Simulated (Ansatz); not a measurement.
# A thicker film of Ga2O3 (0001) from two thinner ones

In a field along its normal an insulating film takes a dipole p. Written as a length, p/(ε₀AE), it should grow by 1 − 1/ε for each ångström added.

How it was computed: Ansatz 0.2.0, plane waves with PAW datasets (its set soft_1), PBE; corundum films relaxed at a bulk in-plane lattice constant near the measured one, then held in weak fields of both signs with a dipole correction (A is the cell's area, E the outer field).

```
    run  distance between the outer atoms (Å)  p/(ε₀AE) (Å)
3 units                                 4.710         5.473
4 units                                 7.136         7.328
6 units                                11.746             ?
```

**Question.** What value belongs in the row marked “?”, and how far can the other rows tell?

Two rows fix a line: slope = (7.328 − 5.473) / (7.136 − 4.710) = 0.7646, intercept 1.8718. That slope means ε = 1/(1 − 0.7646) = 4.25. At 11.746 it gives 0.7646 × 11.746 + 1.8718 = 10.853 Å, beyond the rows fitted. Rounding of the rows alone allows about ±0.004 Å there; two rows can't show whether the line holds.

The run itself gives 10.884 Å: a miss of +0.031 Å, or 0.3 % of the value. The length is met to within 1 %, though ε is more sensitive than the length: the two thickest films give ε = 4.37.

**Limits.** This is the electronic response alone. A unit is one step of the cut along the normal (a plane, a pair of planes or a cell), and the layers relax along it, away from their bulk spacing where the functional's lattice constant differs from the one held.

[Logs are printed without paths, hosts, clocks, repeated set-up lines and the standing remarks that a program may print on its own settings, such as how far it seeks lower states.]
